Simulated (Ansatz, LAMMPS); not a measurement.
## Site preference of S in place of P in glassy 61Al2O3-39P2O5 (mol %) (104 atoms)

Aim: make S in place of P at several sites of glassy 61Al2O3-39P2O5 (mol %) (104 atoms), relax each, and compare their energies.

Calculated with Ansatz 0.2.0; Kohn-Sham DFT, PBE, PAW (set soft_2), plane waves.

### Step 1. Set-up

The cell holds 104 atoms: 22 Al, 14 P and 68 O. Its edges and angles: a = 10.807 Å, b = 10.807 Å, c = 10.807 Å, α = 90.0°, β = 90.0°, γ = 90.0°. 104 atoms (22 Al, 14 P, 68 O) placed at random at 2.66 g/cm³, melted at 4000 K for 10 ps at fixed volume with the Morse and Coulomb pair potential with partial charges (Pedone, Malavasi, Menziani, Cormack and Segre, J. Phys. Chem. B 110, 11780 (2006)). Quenched from 4000 K to 300 K at 50 K/ps and fixed volume, held 10 ps at zero pressure.

What the set-up can't give: The quench rate of 50 K/ps far exceeds what a furnace or splat quench reaches, so expect more defects and frozen-in strain than in a real sample. The starting topology of bonds comes from the classical model, and needn't be the one that DFT or experiment would give. Sampling is at Γ alone, for a cell whose shortest periodic width is 11 Å.

### Step 2. Single point at the start

The forces at the start show how far the geometry lies from a minimum of this functional.

The input, input.yaml:

```yaml
crystal:
  lattice:
    - [10.80682, 0.0, 0.0]
    - [0.0, 10.80682, 0.0]
    - [0.0, 0.0, 10.80682]
  atoms:
    - { symbol: Al, position: [0.1666, 0.14787, 0.24229] }
    - { symbol: Al, position: [0.87928, 0.98925, 0.90526] }
    - { symbol: Al, position: [0.55401, 0.47186, 0.00779] }
    - { symbol: Al, position: [0.96797, 0.77766, 0.11205] }
    - { symbol: Al, position: [0.35962, 0.897, 0.83688] }
    - { symbol: Al, position: [0.43703, 0.17078, 0.84214] }
    - { symbol: Al, position: [0.45301, 0.8343, 0.44385] }
    - { symbol: Al, position: [0.64194, 0.99588, 0.48515] }
    - { symbol: Al, position: [0.4656, 0.52463, 0.46776] }
    - { symbol: Al, position: [0.9393, 0.03565, 0.37523] }
    - { symbol: Al, position: [0.89202, 0.26683, 0.22994] }
    - { symbol: Al, position: [0.08491, 0.13533, 0.58501] }
    - { symbol: Al, position: [0.01673, 0.77736, 0.67908] }
    - { symbol: Al, position: [0.63311, 0.80222, 0.81955] }
    - { symbol: Al, position: [0.8447, 0.9988, 0.65688] }
    - { symbol: Al, position: [0.7444, 0.74511, 0.5742] }
    - { symbol: Al, position: [0.52733, 0.77057, 0.07995] }
    - { symbol: Al, position: [0.36461, 0.04478, 0.59215] }
    - { symbol: Al, position: [0.88054, 0.44758, 0.70646] }
    - { symbol: Al, position: [0.91088, 0.51013, 0.14578] }
    - { symbol: Al, position: [0.33244, 0.582, 0.08484] }
    - { symbol: Al, position: [0.72063, 0.86928, 0.25813] }
    - { symbol: P, position: [0.23969, 0.65522, 0.80864] }
    - { symbol: P, position: [0.16419, 0.85094, 0.44116] }
    - { symbol: P, position: [0.6004, 0.25212, 0.20384] }
    - { symbol: P, position: [0.0347, 0.3922, 0.45971] }
    - { symbol: P, position: [0.39076, 0.25505, 0.40506] }
    - { symbol: P, position: [0.69418, 0.2278, 0.66766] }
    - { symbol: P, position: [0.80071, 0.6088, 0.93162] }
    - { symbol: P, position: [0.24681, 0.89306, 0.09252] }
    - { symbol: P, position: [0.41941, 0.43685, 0.74613] }
    - { symbol: P, position: [0.15504, 0.59135, 0.301] }
    - { symbol: P, position: [0.68647, 0.60855, 0.31379] }
    - { symbol: P, position: [0.25284, 0.30004, 0.02183] }
    - { symbol: P, position: [0.02473, 0.24116, 0.85217] }
    - { symbol: P, position: [0.62549, 0.03159, 0.03189] }
    - { symbol: O, position: [0.59054, 0.51236, 0.35407] }
    - { symbol: O, position: [0.28701, 0.17906, 0.34486] }
    - { symbol: O, position: [0.94049, 0.87657, 0.99223] }
    - { symbol: O, position: [0.49765, 0.82494, 0.90952] }
    - { symbol: O, position: [0.48166, 0.61161, 0.06303] }
    - { symbol: O, position: [0.30791, 0.76894, 0.75752] }
    - { symbol: O, position: [0.71309, 0.71777, 0.92476] }
    - { symbol: O, position: [0.13538, 0.81294, 0.12236] }
    - { symbol: O, position: [0.06087, 0.92324, 0.38527] }
    - { symbol: O, position: [0.49997, 0.45258, 0.86187] }
    - { symbol: O, position: [0.99654, 0.13601, 0.26233] }
    - { symbol: O, position: [0.74084, 0.92526, 0.80068] }
    - { symbol: O, position: [0.9412, 0.36469, 0.35971] }
    - { symbol: O, position: [0.22767, 0.01284, 0.1635] }
    - { symbol: O, position: [0.15664, 0.72296, 0.36048] }
    - { symbol: O, position: [0.2627, 0.91491, 0.95415] }
    - { symbol: O, position: [0.27837, 0.57077, 0.23375] }
    - { symbol: O, position: [0.44135, 0.6706, 0.46205] }
    - { symbol: O, position: [0.04815, 0.57392, 0.21283] }
    - { symbol: O, position: [0.9623, 0.91766, 0.73284] }
    - { symbol: O, position: [0.4153, 0.18341, 0.52178] }
    - { symbol: O, position: [0.57567, 0.90599, 0.35751] }
    - { symbol: O, position: [0.90787, 0.62229, 0.02322] }
    - { symbol: O, position: [0.85376, 0.80322, 0.21782] }
    - { symbol: O, position: [0.36718, 0.04187, 0.7623] }
    - { symbol: O, position: [0.12013, 0.49926, 0.40421] }
    - { symbol: O, position: [0.56136, 0.35064, 0.11703] }
    - { symbol: O, position: [0.2029, 0.03503, 0.56438] }
    - { symbol: O, position: [0.93851, 0.34439, 0.82016] }
    - { symbol: O, position: [0.80708, 0.14734, 0.72367] }
    - { symbol: O, position: [0.71495, 0.5121, 0.99288] }
    - { symbol: O, position: [0.79095, 0.00944, 0.33057] }
    - { symbol: O, position: [0.79128, 0.55012, 0.24022] }
    - { symbol: O, position: [0.92161, 0.35912, 0.10375] }
    - { symbol: O, position: [0.72192, 0.68007, 0.42901] }
    - { symbol: O, position: [0.37328, 0.39143, 0.4241] }
    - { symbol: O, position: [0.48246, 0.46214, 0.62238] }
    - { symbol: O, position: [0.50089, 0.24742, 0.31018] }
    - { symbol: O, position: [0.12569, 0.80153, 0.56882] }
    - { symbol: O, position: [0.35856, 0.21655, 0.98975] }
    - { symbol: O, position: [0.10821, 0.66351, 0.76519] }
    - { symbol: O, position: [0.25504, 0.64675, 0.94957] }
    [... 20 atom lines left out ...]
    - { symbol: O, position: [0.7473, 0.35732, 0.64764] }
    - { symbol: O, position: [0.89002, 0.71328, 0.61543] }
    - { symbol: O, position: [0.58753, 0.22539, 0.75557] }
    - { symbol: O, position: [0.36498, 0.82463, 0.13082] }
    - { symbol: O, position: [0.59363, 0.12958, 0.13456] }
    - { symbol: O, position: [0.14348, 0.29143, 0.92791] }
kpoints:
  mp_grid: { grid: [1, 1, 1] }
hamiltonian:
  xc: pbe
scf:
  occupations: { method: fixed }
output:
  forces: true
```

The run is started by

```bash
$ ansatz run input.yaml --threads 4 --pin off --max-ram 8192MiB --backend cpu --events-out ev --progress --plain --runs-dir out
```

Numbers of over 12 decimals in the logs are rounded to 6 here.

Log:

```text
[...]
Pseudopotentials: kind: paw
Pseudopotential: Al, paw, valence charge 3, recommended cutoff 420 eV (normal), Al.paw.azcp
Pseudopotential: P, paw, valence charge 5, recommended cutoff 420 eV (normal), P.paw.azcp
Pseudopotential: O, paw, valence charge 6, recommended cutoff 420 eV (normal), O.paw.azcp
[... 5 lines on functional and potentials left out ...]
Crystal: 104 atoms, lattice volume = 1262.100 Å³
Basis set: ecut = 420 eV, 24837 PW (Γ), exchange–correlation on 150×150×150 points (8 copies of the dense FFT grid, shifted against one another)
Bands: 376, of which v1, the nominal top of the filled ones, is band 272 counted from 1 (271 counted from 0)
Symmetry: 1 space group operations
Space group: P1 (ITA 1), of the structure as read, at distance tolerance 1.1e-4 Å
k-points: 1
[... 7 lines on functional and potentials left out ...]
Initial density: superposition of atomic densities (neutral atoms: chi_scale 0, normalization atom), corrected by the library's trained network
Initial wavefunctions: pseudopotential atomic-orbital guess
[...]
SCF iter   1: F=—  HF=-61076.202620 eV  |F-HF|=—  |Δ(HF+E_count)|=         —  Δρ=3.59e-3  dr2=2.91e-1  ethr=1.77e-3  ⟨swp⟩=7.0  Hψ=1377  notcnv=0  defer=101
preconditioner: auto → Resta (q_TF=auto, 2.371 Å⁻¹)  ε∞=3.2  [insulator: Δε(μ)=2.989 eV  Ē_g=16.514 eV  n_scr=256 (ndim 8)  ℏωp=24.4 eV  f_vac=0.111  ε∞_Penn≈3.2]
SCF iter   2: F=—  HF=-61076.154802 eV  |F-HF|=—  |Δ(HF+E_count)|=   4.78e-2  Δρ=1.98e-3  dr2=6.52e-2  ethr=5.35e-5  ⟨swp⟩=3.0  Hψ=655  notcnv=0  defer=102
SCF iter   3: F=—  HF=-61076.146066 eV  |F-HF|=—  |Δ(HF+E_count)|=   8.74e-3  Δρ=8.24e-4  dr2=1.95e-2  ethr=1.20e-5  ⟨swp⟩=4.0  Hψ=491  notcnv=0  defer=81
automatic band count: iteration 3 solves 355 bands in place of 376: the levels show a gap, and the empty bands left out lie too high to hold charge; the band table lists the bands solved (type scf.n_extra_bands for more)
SCF iter   4: F=—  HF=-61076.141539 eV  |F-HF|=—  |Δ(HF+E_count)|=   4.53e-3  Δρ=3.34e-4  dr2=1.38e-3  ethr=3.58e-6  ⟨swp⟩=4.0  Hψ=549  notcnv=0  defer=81
SCF iter   5: F=—  HF=-61076.141526 eV  |F-HF|=—  |Δ(HF+E_count)|=   1.26e-5  Δρ=1.85e-4  dr2=3.41e-4  ethr=2.54e-7  ⟨swp⟩=3.0  Hψ=642  notcnv=0  defer=81
SCF iter   6: F=—  HF=-61076.141519 eV  |F-HF|=—  |Δ(HF+E_count)|=   6.61e-6  Δρ=4.50e-5  dr2=2.10e-5  ethr=6.27e-8  ⟨swp⟩=3.0  Hψ=494  notcnv=0  defer=81
SCF iter   7: F=—  HF=-61076.140100 eV  |F-HF|=—  |Δ(HF+E_count)|=   1.42e-3  Δρ=1.88e-5  dr2=3.89e-6  ethr=3.86e-9  ⟨swp⟩=3.0  Hψ=601  notcnv=0  defer=81
SCF iter   8: F=—  HF=-61076.140102 eV  |F-HF|=—  |Δ(HF+E_count)|=   2.04e-6  Δρ=9.01e-6  dr2=7.94e-7  ethr=7.15e-10  ⟨swp⟩=3.0  Hψ=610  notcnv=0  defer=81
SCF iter   9: F=-61076.140102 eV  HF=-61076.140102 eV  |F-HF|=3.94e-8  |Δ(HF+E_count)|=   2.68e-7  Δρ=2.27e-6  dr2=5.84e-8  ethr=1.84e-11  ⟨swp⟩=3.0  Hψ=1405  notcnv=0
SCF 1 converged in 9 iterations: F = -61076.140102 eV  dr2 = 5.84e-8
[...]
SCF converged after 9 iterations
Free energy (F): -61076.140102 eV
Harris-Foulkes:  -61076.140102 eV  (|F-HF|=3.94e-8)
Internal energy: -61076.140102 eV  (E = F + TS)
E sigma→0 (E₀):  -61076.140102 eV
Fermi energy:    5.557891 eV
--- Per-component energies (eV) ---
[...]
Σ components = -61076.140102   (vs F -61076.140102, Δ=0.00e0)
--- Forces (eV/Å), atoms counted from 1 ---
  atom   1  Al    -0.21366445    -2.86608133     0.25536023
  atom   2  Al    -1.35688981    -1.20816330    -1.51873699
  atom   3  Al     2.20148583     0.75213421     0.16835219
  atom   4  Al     0.18560498     2.37873118    -1.43595955
[...]
atom 104  O     -0.63061770     0.80008069    -0.82679833
  max |Σ_I F_I| component: 1.84e-4 eV/Å
```

Elapsed: 15 s, on 4 threads of Intel Xeon Platinum 8259CL at 2.50GHz (Skylake/Cascade Lake), shared host; peak memory 1.7 GiB; 43 s of CPU time.

Reading the cycles: dr2 is the Hartree energy of the density residual (eV), the measure of convergence; HF is the Harris–Foulkes estimate of the energy, which meets the free energy F at convergence.

The r.m.s. force at the start is 1.2 eV/Å.

### Step 3. Relaxation

With the cell held, the atoms are moved downhill towards a nearby minimum.

The input, input.yaml:

```yaml
crystal:
  lattice:
    - [10.80682, 0.0, 0.0]
    - [0.0, 10.80682, 0.0]
    - [0.0, 0.0, 10.80682]
  atoms:
    [... the 104 atom lines of step 2 ...]
kpoints:
  mp_grid: { grid: [1, 1, 1] }
hamiltonian:
  xc: pbe
scf:
  occupations: { method: fixed }
output:
  forces: true
relax:
  f_tol: 0.05
  max_steps: 120
```

Log:

```text
[...]
Crystal: 104 atoms, lattice volume = 1262.100 Å³
Basis set: ecut = 420 eV, 24837 PW (Γ), exchange–correlation on 150×150×150 points (8 copies of the dense FFT grid, shifted against one another)
Bands: 376, of which v1, the nominal top of the filled ones, is band 272 counted from 1 (271 counted from 0)
Symmetry: 1 space group operations
[...]
k-points: 1
[...]
SCF iter   1: F=—  HF=-61076.202618 eV  |F-HF|=—  |Δ(HF+E_count)|=         —  Δρ=3.59e-3  dr2=2.91e-1  ethr=1.77e-3  ⟨swp⟩=7.0  Hψ=1377  notcnv=0  defer=101
[...]
SCF iter   6: F=-61076.140096 eV  HF=-61076.140087 eV  |F-HF|=9.27e-6  |Δ(HF+E_count)|=   1.64e-5  Δρ=4.62e-5  dr2=2.10e-5  ethr=1.15e-8  ⟨swp⟩=4.0  Hψ=1344  notcnv=0
SCF 1 converged in 6 iterations: F = -61076.140096 eV  dr2 = 2.10e-5
[...]
relax step   1: F+E_penalty+E_count = -61076.14009583 eV  Δ(F+E_penalty+E_count) = +0.000e0 eV  max|allowed force component| = 4.050e0 eV/Å  Δτ_max = 0.0000 Å  (6 SCF iters, dr2 threshold 6.25e-5 eV, accepted)
[... from here on, the SCF cycles and remarks between the steps are left out ...]
relax step   2: F+E_penalty+E_count = -61080.01089518 eV  Δ(F+E_penalty+E_count) = -3.871e0 eV  max|allowed force component| = 2.574e0 eV/Å  Δτ_max = 0.1163 Å  (6 SCF iters, dr2 threshold 1.00e-4 eV, accepted)
relax step   3: F+E_penalty+E_count = -61083.69517499 eV  Δ(F+E_penalty+E_count) = -3.684e0 eV  max|allowed force component| = 1.235e0 eV/Å  Δτ_max = 0.2000 Å  (7 SCF iters, dr2 threshold 1.00e-4 eV, accepted)
relax step   4: F+E_penalty+E_count = -61084.22149660 eV  Δ(F+E_penalty+E_count) = -5.263e-1 eV  max|allowed force component| = 1.577e0 eV/Å  Δτ_max = 0.1302 Å  (6 SCF iters, dr2 threshold 1.00e-4 eV, accepted)
relax step   5: F+E_penalty+E_count = -61084.47029498 eV  Δ(F+E_penalty+E_count) = -2.488e-1 eV  max|allowed force component| = 2.626e-1 eV/Å  Δτ_max = 0.2000 Å  (6 SCF iters, dr2 threshold 1.00e-4 eV, accepted)
relax step   6: F+E_penalty+E_count = -61084.59740973 eV  Δ(F+E_penalty+E_count) = -1.271e-1 eV  max|allowed force component| = 2.492e-1 eV/Å  Δτ_max = 0.2000 Å  (7 SCF iters, dr2 threshold 4.31e-6 eV, accepted)
relax step   7: F+E_penalty+E_count = -61084.58849180 eV  Δ(F+E_penalty+E_count) = +8.918e-3 eV  max|allowed force component| = 8.813e-1 eV/Å  Δτ_max = 0.1956 Å  (8 SCF iters, dr2 threshold 3.88e-6 eV, rejected (line search))
relax step   8: F+E_penalty+E_count = -61084.68969788 eV  Δ(F+E_penalty+E_count) = -9.229e-2 eV  max|allowed force component| = 1.655e-1 eV/Å  Δτ_max = 0.0978 Å  (9 SCF iters, accepted)
relax step   9: F+E_penalty+E_count = -61084.73831679 eV  Δ(F+E_penalty+E_count) = -4.862e-2 eV  max|allowed force component| = 2.771e-1 eV/Å  Δτ_max = 0.1000 Å  (7 SCF iters, dr2 threshold 1.21e-5 eV, accepted)
relax step  10: F+E_penalty+E_count = -61084.79926287 eV  Δ(F+E_penalty+E_count) = -6.095e-2 eV  max|allowed force component| = 9.562e-2 eV/Å  Δτ_max = 0.1500 Å  (6 SCF iters, dr2 threshold 3.39e-5 eV, accepted)
relax step  11: F+E_penalty+E_count = -61084.81114859 eV  Δ(F+E_penalty+E_count) = -1.189e-2 eV  max|allowed force component| = 6.004e-2 eV/Å  Δτ_max = 0.0535 Å  (9 SCF iters, accepted)
relax step  12: F+E_penalty+E_count = -61084.81281125 eV  Δ(F+E_penalty+E_count) = -1.663e-3 eV  max|allowed force component| = 6.661e-2 eV/Å  Δτ_max = 0.0303 Å  (8 SCF iters, accepted)
relax step  13: F+E_penalty+E_count = -61084.81417970 eV  Δ(F+E_penalty+E_count) = -1.368e-3 eV  max|allowed force component| = 2.008e-2 eV/Å  Δτ_max = 0.0146 Å  (7 SCF iters, accepted)
SCF converged after 7 iterations
Free energy (F): -61084.814180 eV
[...]
Internal energy: -61084.814180 eV  (E = F + TS)
E sigma→0 (E₀):  -61084.814180 eV
Fermi energy:    4.276907 eV
[...]
--- Forces (eV/Å), atoms counted from 1 ---
  atom   1  Al    -0.00091407     0.00249284     0.00688955
  atom   2  Al     0.00196086     0.00175997    -0.00088104
  atom   3  Al    -0.01271218     0.00380706     0.00427705
  atom   4  Al     0.00805467    -0.00110191     0.00623657
  atom   5  Al    -0.00553365     0.00041193    -0.00071918
  atom   6  Al    -0.00170790    -0.00212937    -0.00390197
  atom   7  Al    -0.00405471     0.01278712     0.00604779
  atom   8  Al    -0.00747613    -0.00916789     0.00145047
  atom   9  Al    -0.00901896     0.00181789    -0.00373603
  atom  10  Al     0.00470121     0.00187268     0.00196555
  atom  11  Al     0.00213718    -0.00157690    -0.00028154
  atom  12  Al     0.00379686    -0.00623907    -0.00507404
  atom  13  Al     0.00334652     0.00951215    -0.00290554
  atom  14  Al    -0.00378417     0.00414787    -0.00420355
[...]
atom 103  O     -0.00637095     0.00268369    -0.00271529
  atom 104  O      0.01185324     0.00084509     0.01069252
  max |Σ_I F_I| component: 7.49e-5 eV/Å
--- Relaxed structure (13 steps of the walk, 12 accepted, 0 SCFs on fresh bases) ---
  F+E_penalty+E_count = -61084.81417970 eV   max|allowed force component| = 2.008e-2 eV/Å
  atoms:
    - { symbol: Al, position: [0.167682, 0.133027, 0.239036] }
    - { symbol: Al, position: [0.893692, 0.978173, 0.904323] }
    - { symbol: Al, position: [0.556327, 0.469855, 0.00618929] }
    - { symbol: Al, position: [0.988660, 0.808832, 0.142194] }
[...]
- { symbol: O, position: [0.145598, 0.305945, 0.901651] }
```

The job ended after 1.7 min (4 threads; peak memory 1.7 GiB; 6.3 min of CPU time).

The relaxation converged after 13 steps, 8.67 eV below its start, with a largest force component of 0.020 eV/Å.

(Part 1 of 3 ends here.)

[Logs are printed without paths, hosts, clocks, repeated set-up lines and the standing remarks that a program may print on its own settings, such as how far it seeks lower states.]

[Hosts, paths, dates, database ids (printed as entryN), source tags and the programs' standing remarks are cut or masked in the printed files.]
